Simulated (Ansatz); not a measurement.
## A hypothetical structure for Sr2PH

This structure for Sr2PH is made up. Its elements were placed in a known structure type with a cell scaled to their sizes. What cell does the guess relax to, and how far off was it?

Program: Ansatz 0.2.0. Level of theory: DFT, PBE, plane-wave PAW, files of the set soft_1, scalar-relativistic, no spin, cell and ions relaxed at zero pressure; PAW set soft_1, in the first sound run; inputs show where later runs differ. Results are calculated unless marked as measured.

### 1. The structure

It takes space group R-3m (No. 166, trigonal). Conventional cell: a = 3.910 Å, b = 3.910 Å, c = 19.410 Å, α = 90.00°, β = 90.00°, γ = 120.00°. Sr has 3 P at 2.67 Å and 3 H at 2.89 Å nearest. Nearest to P lie 6 Sr at 2.67 Å. H has 6 Sr at 2.89 Å nearest. Farther neighbours are not listed.

### 2. Relaxing cell and atoms

The guess takes its coordinates from another compound and its volume from a rule, so the cell and any free coordinates are relaxed together.

The input, input.yaml:

```yaml
crystal:
  lattice:
    - [1.955, 1.128719776, 6.47]
    - [-1.955, 1.128719776, 6.47]
    - [0.0, -2.257439553, 6.47]
  atoms:
    - { symbol: Sr, position: [0.240533331, 0.240533331, 0.240533331] }
    - { symbol: Sr, position: [0.759466669, 0.759466669, 0.759466669] }
    - { symbol: P, position: [0.5, 0.5, 0.5] }
    - { symbol: H, position: [0.0, 0.0, 0.0] }
kpoints:
  mp_grid: { grid: [8, 8, 8] }
scf:
  occupations: { method: fermi_dirac, width: 0.05 }
hamiltonian:
  xc: pbe
  pseudopotentials: { kind: paw, azcp: { folder: soft_1 } }
relax:
  f_tol: 0.015
  max_steps: 70
  cell: {}
output:
  forces: true
  stress: true
```

Run with:

```console
$ ansatz run input.yaml --threads 4 --pin off --max-ram 8192MiB --backend cpu --events-out ev --progress --plain --runs-dir out
```

Numbers of over 12 decimals in the logs are rounded to 6 here.

The log of the run:

```text
basis.fft_grid_basis auto: the FFT boxes are laid along the combinations [[1, 0, -1], [0, 1, -1], [0, 0, 1]] of the cell's own vectors, 3.910, 3.910 and 6.853 Å long. The dense box has 27×27×48 points. Along the cell's own vectors, as sized, it would have 48×48×48, 3.16 times as many. Of the 12 symmetry operations that the crystal satisfies within crystal.symmetry.tolerance (time reversal apart; of a slab, those that [...]
Engine: ansatz 0.2.0, aarch64-unknown-linux-gnu
Pseudopotentials: kind: paw
Pseudopotential: Sr, paw, valence charge 10, recommended cutoff 420 eV (normal), soft_1/Sr.paw.azcp
Pseudopotential: P, paw, valence charge 5, recommended cutoff 420 eV (normal), soft_1/P.paw.azcp
Pseudopotential: H, paw, valence charge 1, recommended cutoff 420 eV (normal), soft_1/H.paw.azcp
Functional definition: PBE
  parameter kappa = 0.804
  parameter beta = 0.066725
  exchange = pbe_x(kappa = kappa, mu = beta*pi^2/3)
  correlation = pbe_c(beta = beta)
Crystal: 4 atoms, lattice volume = 85.662 Å³
Basis set: ecut = 420 eV, 1701 PW (Γ), FFT grids on a1−a3, a2−a3, a3, exchange–correlation on 54×54×96 points (8 copies of the dense FFT grid, shifted against one another)
Bands: 17, of which v1, the nominal top of the filled ones, is band 13 counted from 1 (12 counted from 0)
Symmetry: 12 space group operations
Space group: R-3m (ITA 166), of the structure as read, at distance tolerance 4.4e-5 Å
k-points: 65 of 512
Non-local potential: Sr, projectors of the file, l = 0: 3, l = 1: 2, l = 2: 2
Non-local potential: P, projectors of the file, l = 0: 2, l = 1: 2, l = 2: 1
Non-local potential: H, projectors of the file, l = 0: 2, l = 1: 1
PAW form: soft (Blöchl's): semilocal exchange-correlation on the pseudo side does not see the compensation charge
PAW one-centre angular grid: Sr, 110 points (default); XC on 64 Gauss nodes
PAW one-centre angular grid: P, 110 points (default); XC on 64 Gauss nodes
PAW one-centre angular grid: H, 110 points (default); XC on 64 Gauss nodes
Initial density: superposition of atomic densities (chi_scale 0.1, normalization cell, long waves kept (reshape's long-wave potential 0.03 eV rms))
Initial wavefunctions: pseudopotential atomic-orbital guess
Functional: x = pbe(κ = 0.804, μ = 0.219515), c = pbe(β = 0.066725)
SCF iter   1: F=—  HF=-7862.502202 eV  |F-HF|=—  |Δ(HF+E_count)|=         —  Δρ=3.78e-2  dr2=2.79e0  ethr=3.10e-3  ⟨swp⟩=10.3  Hψ=8754  notcnv=0
preconditioner: auto → none  [insulator: Δε(μ)=2.315 eV  Ē_g=13.711 eV  σ=0.050 eV  W_gap=1.00  n_scr=16 (ndim 8)  ℏωp=18.8 eV  f_vac=0.000  D(μ)=0.00/eV (n_scr^D=0)  ε∞_Penn≈2.9]
SCF iter   2: F=—  HF=-7861.830957 eV  |F-HF|=—  |Δ(HF+E_count)|=   6.71e-1  Δρ=2.00e-2  dr2=4.92e-1  ethr=3.10e-3  ⟨swp⟩=5.3  Hψ=3295  notcnv=0
SCF iter   3: F=—  HF=-7861.732245 eV  |F-HF|=—  |Δ(HF+E_count)|=   9.87e-2  Δρ=7.89e-3  dr2=7.67e-2  ethr=1.89e-3  ⟨swp⟩=3.6  Hψ=2472  notcnv=0
SCF iter   4: F=—  HF=-7861.732612 eV  |F-HF|=—  |Δ(HF+E_count)|=   3.67e-4  Δρ=3.40e-3  dr2=1.16e-2  ethr=2.95e-4  ⟨swp⟩=3.5  Hψ=2215  notcnv=0  defer=1
SCF iter   5: F=—  HF=-7861.734417 eV  |F-HF|=—  |Δ(HF+E_count)|=   1.80e-3  Δρ=6.56e-4  dr2=4.44e-4  ethr=4.47e-5  ⟨swp⟩=2.0  Hψ=1581  notcnv=0
SCF iter   6: F=—  HF=-7861.734690 eV  |F-HF|=—  |Δ(HF+E_count)|=   2.73e-4  Δρ=1.14e-4  dr2=1.11e-5  ethr=1.71e-6  ⟨swp⟩=2.9  Hψ=1983  notcnv=0
SCF iter   7: F=—  HF=-7861.734697 eV  |F-HF|=—  |Δ(HF+E_count)|=   6.71e-6  Δρ=1.62e-5  dr2=1.89e-7  ethr=4.27e-8  ⟨swp⟩=2.4  Hψ=1699  notcnv=0
SCF iter   8: F=-7861.734697 eV  HF=-7861.734697 eV  |F-HF|=5.50e-10  |Δ(HF+E_count)|=   3.90e-7  Δρ=3.44e-6  dr2=9.80e-9  ethr=3.85e-10  ⟨swp⟩=6.0  Hψ=4801  notcnv=0
SCF 1 converged in 8 iterations: F = -7861.734697 eV  dr2 = 9.80e-9
  greatest PAW one-centre occupation: 0.987 electrons in one spin orbital (limit 2), on the Sr atom at site 1 (counted from 0), in its partial waves of l = 0
relax step   1: F+E_penalty+E_count = -7861.73469748 eV  Δ(F+E_penalty+E_count) = +0.000e0 eV  max|allowed force component| = 3.191e0 eV/Å  Δτ_max = 0.0000 Å  P = +19.642 GPa  Ω = 85.662 Å³  (8 SCF iters, dr2 threshold 1.00e-7 eV, accepted)
Crystal: 4 atoms, lattice volume = 94.395 Å³
Basis set: ecut = 420 eV, 1853 PW (Γ), FFT grids on a1−a3, a2−a3, a3, exchange–correlation on 54×54×96 points (8 copies of the dense FFT grid, shifted against one another)
Initial density: handed on by an earlier stage of this run
Initial wavefunctions: those handed on with the density
iter 1 solved again at ethr=2.24e-3 eV; its pass at ethr=3.10e-3 eV (dr2=5.82e-1 eV) is discarded
SCF iter   1: F=—  HF=-7863.050337 eV  |F-HF|=—  |Δ(HF+E_count)|=         —  Δρ=1.54e-2  dr2=5.89e-1  ethr=2.24e-3  ⟨swp⟩=1.0  Hψ=10743  notcnv=0
preconditioner: auto → Resta (q_TF=auto, 2.201 Å⁻¹)  ε∞=2.9  [insulator: Δε(μ)=0.117 eV  Ē_g=13.012 eV  σ=0.050 eV  W_gap=0.50  n_scr=22 (ndim 8)  ℏωp=17.9 eV  f_vac=0.000  D(μ)=0.59/eV (n_scr^D=2)  ε∞_Penn≈2.9]
SCF iter   2: F=—  HF=-7862.930848 eV  |F-HF|=—  |Δ(HF+E_count)|=   1.19e-1  Δρ=5.09e-3  dr2=1.68e-2  ethr=2.24e-3  ⟨swp⟩=3.0  Hψ=1862  notcnv=0
SCF iter   3: F=—  HF=-7862.930570 eV  |F-HF|=—  |Δ(HF+E_count)|=   2.78e-4  Δρ=2.36e-3  dr2=3.68e-3  ethr=6.46e-5  ⟨swp⟩=2.4  Hψ=2505  notcnv=0
SCF iter   4: F=—  HF=-7862.931686 eV  |F-HF|=—  |Δ(HF+E_count)|=   1.12e-3  Δρ=3.90e-4  dr2=1.27e-4  ethr=1.41e-5  ⟨swp⟩=3.0  Hψ=2111  notcnv=0
SCF iter   5: F=—  HF=-7862.931792 eV  |F-HF|=—  |Δ(HF+E_count)|=   1.06e-4  Δρ=1.06e-4  dr2=1.58e-5  ethr=4.88e-7  ⟨swp⟩=3.0  Hψ=1970  notcnv=0
SCF iter   6: F=—  HF=-7862.931802 eV  |F-HF|=—  |Δ(HF+E_count)|=   9.68e-6  Δρ=2.14e-5  dr2=6.64e-7  ethr=6.07e-8  ⟨swp⟩=2.0  Hψ=1430  notcnv=0
SCF iter   7: F=-7862.931803 eV  HF=-7862.931803 eV  |F-HF|=3.44e-9  |Δ(HF+E_count)|=   3.42e-7  Δρ=5.19e-6  dr2=2.26e-8  ethr=1.54e-9  ⟨swp⟩=5.9  Hψ=4345  notcnv=0
SCF 2 converged in 7 iterations: F = -7862.931803 eV  dr2 = 2.26e-8
relax step   2: F+E_penalty+E_count = -7862.93180251 eV  Δ(F+E_penalty+E_count) = -1.197e0 eV  max|allowed force component| = 1.388e-1 eV/Å  Δτ_max = 0.1965 Å  P = +5.130 GPa  Ω = 94.395 Å³  energy of the carried Pulay correction = -1.106e-3 eV  (7 SCF iters, dr2 threshold 4.00e-7 eV, accepted)
Crystal: 4 atoms, lattice volume = 103.103 Å³
Basis set: ecut = 420 eV, 2015 PW (Γ), FFT grids on a1−a3, a2−a3, a3, exchange–correlation on 54×54×96 points (8 copies of the dense FFT grid, shifted against one another)
iter 1 solved again at ethr=9.21e-5 eV; its pass at ethr=3.10e-3 eV (dr2=2.39e-2 eV) is discarded
SCF iter   1: F=—  HF=-7863.195962 eV  |F-HF|=—  |Δ(HF+E_count)|=         —  Δρ=5.17e-3  dr2=2.45e-2  ethr=9.21e-5  ⟨swp⟩=2.0  Hψ=10872  notcnv=0
preconditioner: auto → Resta (q_TF=auto, 2.169 Å⁻¹)  ε∞=2.6  [insulator: Δε(μ)=1.282 eV  Ē_g=13.364 eV  σ=0.050 eV  W_gap=1.00  n_scr=22 (ndim 8)  ℏωp=17.2 eV  f_vac=0.000  D(μ)=0.00/eV (n_scr^D=0)  ε∞_Penn≈2.6]
SCF iter   2: F=—  HF=-7863.198167 eV  |F-HF|=—  |Δ(HF+E_count)|=   2.20e-3  Δρ=2.65e-3  dr2=5.62e-3  ethr=9.21e-5  ⟨swp⟩=3.4  Hψ=2068  notcnv=0
SCF iter   3: F=—  HF=-7863.202029 eV  |F-HF|=—  |Δ(HF+E_count)|=   3.86e-3  Δρ=6.85e-4  dr2=5.58e-4  ethr=2.16e-5  ⟨swp⟩=2.3  Hψ=1690  notcnv=0
SCF iter   4: F=—  HF=-7863.202646 eV  |F-HF|=—  |Δ(HF+E_count)|=   6.17e-4  Δρ=1.72e-4  dr2=8.61e-5  ethr=2.15e-6  ⟨swp⟩=2.8  Hψ=1784  notcnv=0
SCF iter   5: F=—  HF=-7863.202682 eV  |F-HF|=—  |Δ(HF+E_count)|=   3.56e-5  Δρ=3.77e-5  dr2=1.72e-6  ethr=3.31e-7  ⟨swp⟩=2.0  Hψ=1450  notcnv=0
SCF iter   6: F=-7863.202683 eV  HF=-7863.202683 eV  |F-HF|=4.36e-8  |Δ(HF+E_count)|=   1.50e-6  Δρ=8.23e-6  dr2=7.29e-8  ethr=1.54e-9  ⟨swp⟩=6.0  Hψ=4825  notcnv=0
SCF 3 converged in 6 iterations: F = -7863.202683 eV  dr2 = 7.29e-8
relax step   3: F+E_penalty+E_count = -7863.20268308 eV  Δ(F+E_penalty+E_count) = -2.709e-1 eV  max|allowed force component| = 1.428e-1 eV/Å  Δτ_max = 0.0715 Å  P = +2.021 GPa  Ω = 103.103 Å³  energy of the carried Pulay correction = -2.107e-3 eV  (6 SCF iters, dr2 threshold 4.00e-7 eV, accepted)
[...]
relax step   4: F+E_penalty+E_count = -7863.24925369 eV  Δ(F+E_penalty+E_count) = -4.657e-2 eV  max|allowed force component| = 8.333e-2 eV/Å  Δτ_max = 0.0084 Å  P = +0.369 GPa  Ω = 107.217 Å³  energy of the carried Pulay correction = -2.549e-3 eV  (5 SCF iters, dr2 threshold 4.00e-7 eV, accepted)
[...]
relax step   5: F+E_penalty+E_count = -7863.25265584 eV  Δ(F+E_penalty+E_count) = -3.402e-3 eV  max|allowed force component| = 3.138e-2 eV/Å  Δτ_max = 0.0094 Å  P = +0.014 GPa  Ω = 107.603 Å³  energy of the carried Pulay correction = -2.590e-3 eV  (5 SCF iters, dr2 threshold 4.00e-7 eV, accepted)
[...]
relax step   6: F+E_penalty+E_count = -7863.25316322 eV  Δ(F+E_penalty+E_count) = -5.074e-4 eV  max|allowed force component| = 6.369e-3 eV/Å  Δτ_max = 0.0079 Å  P = -0.026 GPa  Ω = 107.289 Å³  energy of the carried Pulay correction = -2.557e-3 eV  (5 SCF iters, dr2 threshold 6.16e-8 eV, accepted)
[...]
relax step   7: F+E_penalty+E_count = -7863.25322387 eV  Δ(F+E_penalty+E_count) = -6.065e-5 eV  max|allowed force component| = 1.063e-4 eV/Å  Δτ_max = 0.0028 Å  P = -0.007 GPa  Ω = 107.092 Å³  energy of the carried Pulay correction = -2.536e-3 eV  (7 SCF iters, accepted)
[...]
relax step   8: F+E_penalty+E_count = -7863.26017122 eV  Δ(F+E_penalty+E_count) = -6.947e-3 eV  max|allowed force component| = 6.093e-4 eV/Å  Δτ_max = 0.0000 Å  P = +0.056 GPa  Ω = 107.092 Å³  stress off target by 7.65e-2 GPa  SCF on the basis re-selected at this cell (its energy is not comparable with the rows above)  (7 SCF iters)
[...]
relax step   9: F+E_penalty+E_count = -7863.26020059 eV  Δ(F+E_penalty+E_count) = -2.938e-5 eV  max|allowed force component| = 6.592e-3 eV/Å  Δτ_max = 0.0011 Å  P = +0.019 GPa  Ω = 107.230 Å³  energy of the carried Pulay correction = -1.314e-5 eV  (4 SCF iters, dr2 threshold 1.46e-8 eV, accepted)
iter 1 solved again at ethr=3.88e-6 eV; its pass at ethr=3.10e-3 eV (dr2=1.01e-3 eV) is discarded
SCF iter   1: F=—  HF=-7863.260213 eV  |F-HF|=—  |Δ(HF+E_count)|=         —  Δρ=1.89e-5  dr2=1.74e-8  ethr=3.88e-6  ⟨swp⟩=3.7  Hψ=12273  notcnv=0
eigensolver tolerance schedule: the retry pair's looser diagonalisation over-reported the residual by 57887.73 of it (diagonalisation noise at an unbounded share of the residual, at the tolerance the schedule requests for it); recorded, not acted on — ethr = c·dr2/N_el stays at c = 1.0e-1
preconditioner: auto → Resta (q_TF=auto, 2.154 Å⁻¹)  ε∞=2.6  [insulator: Δε(μ)=1.350 eV  Ē_g=13.330 eV  σ=0.050 eV  W_gap=1.00  n_scr=22 (ndim 8)  ℏωp=16.8 eV  f_vac=0.000  D(μ)=0.00/eV (n_scr^D=0)  ε∞_Penn≈2.6]
SCF iter   2: F=—  HF=-7863.260211 eV  |F-HF|=—  |Δ(HF+E_count)|=   2.31e-6  Δρ=9.68e-6  dr2=1.16e-8  ethr=6.70e-11  ⟨swp⟩=4.9  Hψ=3338  notcnv=0
SCF iter   3: F=—  HF=-7863.260212 eV  |F-HF|=—  |Δ(HF+E_count)|=   1.64e-6  Δρ=4.67e-6  dr2=1.35e-9  ethr=4.48e-11  ⟨swp⟩=2.0  Hψ=1437  notcnv=0
SCF iter   4: F=—  HF=-7863.260213 eV  |F-HF|=—  |Δ(HF+E_count)|=   4.89e-7  Δρ=1.03e-6  dr2=2.01e-10  ethr=5.18e-12  ⟨swp⟩=2.2  Hψ=1431  notcnv=0
SCF iter   5: F=-7863.260213 eV  HF=-7863.260213 eV  |F-HF|=3.64e-10  |Δ(HF+E_count)|=   2.29e-8  Δρ=1.45e-7  dr2=1.03e-11  ethr=1.00e-12  ⟨swp⟩=4.0  Hψ=5156  notcnv=0
SCF 10 converged in 5 iterations: F = -7863.260213 eV  dr2 = 1.03e-11
relax step  10: F+E_penalty+E_count = -7863.26021272 eV  Δ(F+E_penalty+E_count) = -1.213e-5 eV  max|allowed force component| = 6.525e-3 eV/Å  Δτ_max = 0.0000 Å  P = +0.019 GPa  Ω = 107.230 Å³  stress off target by 3.00e-2 GPa  SCF on the basis re-selected at this cell (its energy is not comparable with the rows above)  (5 SCF iters)
basis re-selected at this cell: Δ(F+E_penalty+E_count) = -1.213e-5 eV, ΔP = -0.000 GPa vs the last step (what re-selecting the basis moved, of the pressure what is left beyond the Pulay correction that the steps carried, after the strain that the cell walked since its last selection, with what the two solves' SCF thresholds leave and, on support functions, any second-order correction that the steps lacked; it is no m [...]
SCF converged after 5 iterations
Free energy (F): -7863.260213 eV
Harris-Foulkes:  -7863.260213 eV  (|F-HF|=3.64e-10)
Internal energy: -7863.260213 eV  (E = F + TS)
E sigma→0 (E₀):  -7863.260213 eV
Entropy (-TS):   -0.000000 eV (-0.000 meV/atom)
Fermi energy:    6.150162 eV
--- Per-component energies (eV) ---
  E_band       = -219.906397
  E_kinetic    = 546.596434
  E_local      = -1541.371154  (includes V_loc(G=0)·N_el)
  E_nonlocal   = 498.645383
  E_hartree    = 376.548334
  E_xc         = -432.718885
  E_vxc        = -384.066632  (∫ρ·V_xc dr)
  E_paw        = -5939.145923  (= ΣΔE_a)
  E_vpaw       = -92.806274  (= ΣTr[D̂ρ^β])
  E_aug_tail   = -0.000855  (compensation charges beyond the density's cutoff)
  E_ewald      = -1371.813546
  E_smearing   = -0.000000  (= −TS)
  E_closure    = 0.000000  (closes the sum)
  Σ components = -7863.260213   (vs F -7863.260213, Δ=0.00e0)
--- Forces (eV/Å), atoms counted from 1 ---
  atom   1  Sr     0.00000000    -0.00000000     0.00652452
  atom   2  Sr    -0.00000000     0.00000000    -0.00652452
  atom   3  P     -0.00000000     0.00000000     0.00000000
  atom   4  H      0.00000000     0.00000000     0.00000000
  max |Σ_I F_I| component: 2.31e-18 eV/Å
--- Stress (GPa, compression-positive) ---
        0.013052       0.000000      -0.000000
        0.000000       0.013052      -0.000000
       -0.000000      -0.000000       0.029998
  P = ⅓ Tr σ = 0.0187 GPa (0.187 kbar)
--- Relaxed structure (8 steps of the walk, 8 accepted, 2 SCFs on fresh bases) ---
  F+E_penalty+E_count = -7863.26021272 eV   max|allowed force component| = 6.525e-3 eV/Å   (the final SCF, on the basis selected at the relaxed cell)
  cell:  # Å, volume = 107.2296 Å³
    - [2.191553, 1.265294, 6.444957]
    - [-2.191553, 1.265294, 6.444957]
    - [0, -2.530587, 6.444957]
  atoms:
    - { symbol: Sr, position: [0.247516, 0.247516, 0.247516] }
    - { symbol: Sr, position: [0.752484, 0.752484, 0.752484] }
    - { symbol: P, position: [0.500000, 0.500000, 0.500000] }
    - { symbol: H, position: [7.429102986231276e-19, 7.429102986231276e-19, 7.429102982803616e-19] }
```

Wall time 14 s (4 threads of Arm Neoverse V2, shared host); peak memory 0.42 GiB; 52 s of CPU time.

The steps of the relaxation:

```tsv
step	energy less that of the first step (eV)	largest force component (eV/Å)	pressure (GPa)	volume (Å³)
1	0.0000	3.1905	19.64	85.66
2	-1.1971	0.1388	5.13	94.39
3	-1.4680	0.1428	2.02	103.10
4	-1.5146	0.0833	0.37	107.22
5	-1.5180	0.0314	0.01	107.60
6	-1.5185	0.0064	-0.03	107.29
7	-1.5185	0.0001	-0.01	107.09
8*	-1.5255	0.0006	0.06	107.09
9	-1.5255	0.0066	0.02	107.23
10*	-1.5255	0.0065	0.02	107.23
```

Relaxation steps marked * repeat the geometry before them on a plane-wave basis chosen anew for their cell, so energy and pressure can jump there.

Forces are held to the 12 operations that the run works with; a distortion that breaks them can't arise in this run.

```tsv
cell as run	before	after	change
a (Å)	6.853	6.924	+1.0 %
b (Å)	6.853	6.924	+1.0 %
c (Å)	6.853	6.924	+1.0 %
α (°)	33.15	36.90	+11.3 %
β (°)	33.15	36.90	+11.3 %
γ (°)	33.15	36.90	+11.3 %
volume (Å³/atom)	21.42	26.81	+25.2 %
```

The atoms that moved most (Å, as changes of fractional coordinates times the final cell):

```tsv
atom	dx	dy	dz	length
Sr1	0.000	0.000	0.135	0.135
Sr2	0.000	0.000	-0.135	0.135
```

The relaxed structure:

```xyz
4
Lattice="2.1916 1.2653 6.4450 -2.1916 1.2653 6.4450 0.0000 -2.5306 6.4450" Properties=species:S:1:pos:R:3 pbc="T T T"
Sr    0.0000    0.0000    4.7857
Sr    0.0000    0.0000   14.5492
P     0.0000    0.0000    9.6674
H     0.0000    0.0000    0.0000
```

This step gave:

- free energy: -7863.2602 eV
- Fermi energy: 6.150 eV
- gap by band count: 1.350 eV
- electrons: 26
- symmetry operations: 12
- pressure: 0.01870 GPa

The shortest distance of each pair, which need not be the same contact before and after:

```tsv
pair	guess (Å)	relaxed (Å)
P–Sr	2.674	2.974
H–Sr	2.888	3.026
Sr–Sr	3.649	4.022
H–P	3.945	4.097
P–P	3.910	4.383
```

The relaxation ends with a largest force component of 0.0065 eV/Å and a pressure of 0.02 GPa.

[end of part 1 of 2]

[Logs are printed without paths, hosts, clocks, repeated set-up lines and the standing remarks that a program may print on its own settings, such as how far it seeks lower states.]

[Hosts, paths, dates, database ids (printed as entryN), source tags and the programs' standing remarks are cut or masked in the printed files.]
